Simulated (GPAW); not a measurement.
# Collinear magnetic orders of NiO with GPAW, part 2 of 2

Wanted: the moments of NiO and the energy of each order that was tried.

GPAW 26.7.0; LDA; plane waves with GPAW's PAW setups, scalar-relativistic.

So far, largest spin moment in the augmentation sphere (μB): step 2 (start 1: ferro +) 0.599; step 3 (start 2: antiferro q=(0,1/2,1/2) +-) 0.488.

**4. Order 3, typed as antiferro q=(0,0,1/2) +-**

Reversing part of the moments tests the sign of the couplings between them.

This order needs a doubled cell of 4 atoms. Its mesh is chosen so that both cells sample the same points.

File order3.py:

```python
import json
import numpy as np
from ase import Atoms
from ase.parallel import paropen, parprint
from gpaw import GPAW

atoms = Atoms(['Ni', 'Ni', 'O', 'O'],
    cell=[[0.0, 2.08590164, 2.08590164],
         [2.08590164, 0.0, 2.08590164],
         [4.17180328, 4.17180328, 0.0]],
    scaled_positions=[[0.0, 0.0, 0.0],
         [0.0, 0.0, 0.5],
         [0.5, 0.5, 0.25],
         [0.5, 0.5, 0.75]],
    pbc=True,
    magmoms=[2.0, -2.0, 0.0, 0.0])
atoms.calc = GPAW(mode={'name': 'pw', 'ecut': 700},
    xc='LDA',
    kpts={'size': (8, 8, 4), 'gamma': True},
    occupations={'name': 'fermi-dirac', 'width': 0.05},
    convergence={'density': 1e-06, 'energy': 1e-05},
    maxiter=200,
    symmetry={'tolerance': 1e-4},
    txt='order3.txt')
e = atoms.get_potential_energy(force_consistent=True)
res = {'free_energy': e, 'energy_sigma0': atoms.get_potential_energy(), 'fermi_energy': atoms.calc.get_fermi_level()}
res['moments'] = atoms.get_magnetic_moments().tolist()
res['total'] = atoms.get_magnetic_moment()
parprint('site moments (muB):', np.round(res['moments'], 3))
parprint(f"total moment: {res['total']:.3f} muB")
parprint(f'free energy: {e:.6f} eV')
atoms.calc.write('order3.gpw')
with paropen('results.json', 'w') as f:
    json.dump(res, f)
```

The run is started by

```bash
OMP_NUM_THREADS=1 mpirun -n 2 gpaw python order3.py > order3.log
```

Log:

```text
site moments (muB): [ 1.21 -1.21  0.    0.  ]
total moment: -0.000 muB
free energy: -30.736050 eV

--- order3.txt ---
Input parameters:
  mode=PW(ecut=700),
  convergence={'density': 1e-06, 'energy': 1e-05},
  kpts=MonkhorstPack(size=(8, 8, 4), gamma=True),
  maxiter=200,
  occupations=Occupations(name='fermi-dirac', width=0.05),
  symmetry=Symmetry(tolerance=0.0001),
  xc=XC(name='LDA')

Diagonalizing LCAO Hamiltonian
[...]
|         28 |        21.462 |     0.000 |        21.462 |     0.000 |
|         29 |        26.535 |     0.000 |        26.535 |     0.000 |
|         30 |        26.538 |     0.000 |        26.538 |     0.000 |

Gap: 0.428 eV
Transition (v -> c):
  (s=1, k=22, n=21, [0.25, 0.00, 0.00]) -> (s=0, k=24, n=22, [0.25, 0.00, 0.50])
Direct/indirect transitions are different
Direct gap: 0.608 eV
Transition at: (s=1->0, k=30, n=21, [0.25, 0.25, 0.00])

[key lines of the parts left out:]
Free energy:     -30.736050
Converged in 12 steps
dipole moment: (-16.840360, -16.840360, -16.840366)  # |e|*Ang
Fermi level: 7.597
```

Run time: 92 s. Hardware: 2 MPI ranks of Arm Neoverse V1, shared host; peak memory 0.51 GiB; 3.1 min of CPU time.

Spin moment in the augmentation sphere by atom:

| atom | spin moment in the augmentation sphere (μB) |
| --- | --- |
| Ni1 | 1.21 |
| Ni2 | -1.21 |
| O3 | 0.00 |
| O4 | 0.00 |

Read from the output:

```
magnetization : 0 μB
final state   : antiferromagnetic
```

It lies 165 meV a seeded atom under the first start, and its largest moment is 1.21 μB against 0.599 μB.

**5. Order 4, typed as no spin polarisation**

This run holds no moments, which gives a state to set the others against.

File nospin.py:

```python
import json
import numpy as np
from ase import Atoms
from ase.parallel import paropen, parprint
from gpaw import GPAW

atoms = Atoms(['Ni', 'O'],
    cell=[[0.0, 2.08590164, 2.08590164],
         [2.08590164, 0.0, 2.08590164],
         [2.08590164, 2.08590164, 0.0]],
    scaled_positions=[[0.0, 0.0, 0.0],
         [0.5, 0.5, 0.5]],
    pbc=True)
atoms.calc = GPAW(mode={'name': 'pw', 'ecut': 700},
    xc='LDA',
    kpts={'size': (8, 8, 8), 'gamma': True},
    occupations={'name': 'fermi-dirac', 'width': 0.05},
    convergence={'density': 1e-06, 'energy': 1e-05},
    maxiter=200,
    symmetry={'tolerance': 1e-4},
    txt='nospin.txt')
e = atoms.get_potential_energy(force_consistent=True)
res = {'free_energy': e, 'energy_sigma0': atoms.get_potential_energy(), 'fermi_energy': atoms.calc.get_fermi_level()}
parprint(f'free energy: {e:.6f} eV')
atoms.calc.write('nospin.gpw')
with paropen('results.json', 'w') as f:
    json.dump(res, f)
```

The run is started by

```bash
OMP_NUM_THREADS=1 mpirun -n 2 gpaw python nospin.py > nospin.log
```

Log:

```text
free energy: -15.189291 eV

--- nospin.txt ---
Input parameters:
  mode=PW(ecut=700),
  convergence={'density': 1e-06, 'energy': 1e-05},
  kpts=MonkhorstPack(size=(8, 8, 8), gamma=True),
  maxiter=200,
  occupations=Occupations(name='fermi-dirac', width=0.05),
  symmetry=Symmetry(tolerance=0.0001),
  xc=XC(name='LDA')

Diagonalizing LCAO Hamiltonian
Converting LCAO to pw mode

              O

       Ni

[...]
|          0 |       -55.420 |     2.000 |
|        ... |               |           |
|          4 |         4.405 |     2.000 |
|          5 |         4.405 |     2.000 |
|          6 |         4.405 |     2.000 |
|          7 |         5.787 |     2.000 |
[...]
|         12 |         9.157 |     0.000 |
|         13 |        26.553 |     0.000 |
|         14 |        26.553 |     0.000 |
|         15 |        26.553 |     0.000 |

No gap
No difference between direct/indirect transitions

[key lines of the parts left out:]
Free energy:     -15.189291
Converged in 11 steps
dipole moment: (-8.396314, -8.396314, -8.396314)  # |e|*Ang
Fermi level: 7.664
```

The job ended after 7.3 s (2 MPI ranks; peak memory 0.32 GiB; 14 s of CPU time).

Numbers from this step:

```
final state : non-magnetic (no spin polarisation)
```

It lies 13.9 meV a seeded atom over the first start.

**6. An attempt with other settings**

A slip in the input shows what the program catches and what it lets pass.

File run.py:

```python
import json
import numpy as np
from ase import Atoms
from ase.parallel import paropen, parprint
from gpaw import GPAW

atoms = Atoms(['Ni', 'O'],
    cell=[[0.0, 2.08590164, 2.08590164],
         [2.08590164, 0.0, 2.08590164],
         [2.08590164, 2.08590164, 0.0]],
    scaled_positions=[[0.0, 0.0, 0.0],
         [0.5, 0.5, 0.5]],
    pbc=True,
    magmoms=[2.0, 0.0])
atoms.calc = GPAW(mode={'name': 'pw', 'ecut': 700},
    xc='PBE96',
    kpts={'size': (8, 8, 8), 'gamma': True},
    occupations={'name': 'fermi-dirac', 'width': 0.05},
    convergence={'density': 1e-06, 'energy': 1e-05},
    maxiter=100,
    symmetry={'tolerance': 1e-4},
    txt='run.txt')
e = atoms.get_potential_energy(force_consistent=True)
res = {'free_energy': e, 'energy_sigma0': atoms.get_potential_energy(), 'fermi_energy': atoms.calc.get_fermi_level()}
res['moments'] = atoms.get_magnetic_moments().tolist()
res['total'] = atoms.get_magnetic_moment()
parprint('site moments (muB):', np.round(res['moments'], 3))
parprint(f"total moment: {res['total']:.3f} muB")
parprint(f'free energy: {e:.6f} eV')
atoms.calc.write('run.gpw')
with paropen('results.json', 'w') as f:
    json.dump(res, f)
```

The run is started by

```bash
OMP_NUM_THREADS=1 mpirun -n 2 gpaw python run.py > run.log
```

Log:

```text
NameError: Unknown functional: PBE96.
```

The job ended after 12 s (2 MPI ranks; peak memory 0.26 GiB).

The program refused the input before any cycle.

The program's message: “NameError: Unknown functional: PBE96.”

The fault put into the input: an unknown functional.

The functional must be one that the program lists.

**7. Ranking**

These are free energies at a smearing of 0.05 eV, so its entropy term is in the differences. They are divided by the number of seeded atoms, so that cells of unlike size compare. Wavevectors q in the names are fractions of the reciprocal vectors of the first run's cell.

Orders:

| start | final state | typed order kept | energy over the lowest (meV a seeded atom) | largest site moment (μB) | net moment (μB a primitive cell) | mesh matched | CPU time (s) |
| --- | --- | --- | --- | --- | --- | --- | --- |
| ferro + | ferromagnetic | yes | 164.8 | 0.5995 | 0.7127 | yes | 29.02 |
| antiferro q=(0,1/2,1/2) +- | antiferromagnetic | yes | 170.8 | 0.4875 | 1.41e-4 | yes | 812.5 |
| antiferro q=(0,0,1/2) +- | antiferromagnetic | yes | 0 | 1.21 | 0 | yes | 184.2 |
| no spin polarisation | non-magnetic | - | 178.7 | 0 | 0 | yes | 14.5 |

**8. Summary of results**

| Property | Result |
| --- | --- |
| lowest state found | antiferromagnetic (typed antiferro q=(0,0,1/2) +-) |
| largest site moment | 1.21 μB |
| next state | ferromagnetic, 165 meV a seeded atom higher |
| energy gained by spin polarisation | 179 meV a seeded atom |

**Reading.** The lowest state found is antiferromagnetic, reached from the start antiferro q=(0,0,1/2) +-, with moments up to 1.21 μB. The next state costs 165 meV a seeded atom. Only 4 starts are shown; other collinear patterns, canted and longer-period orders are not.

[Logs and program files are shortened in this print: banners, set-up blocks, solver, clock and traceback lines can be left out without a mark of their own.]

[Logs are printed without paths, hosts, clocks, repeated set-up lines and the standing remarks that a program may print on its own settings, such as how far it seeks lower states.]

[Hosts, paths, dates, database ids (printed as entryN), source tags and the programs' standing remarks are cut or masked in the printed files.]

[Where a cell is said to come from a database of computed structures, the database is the Materials Project.]
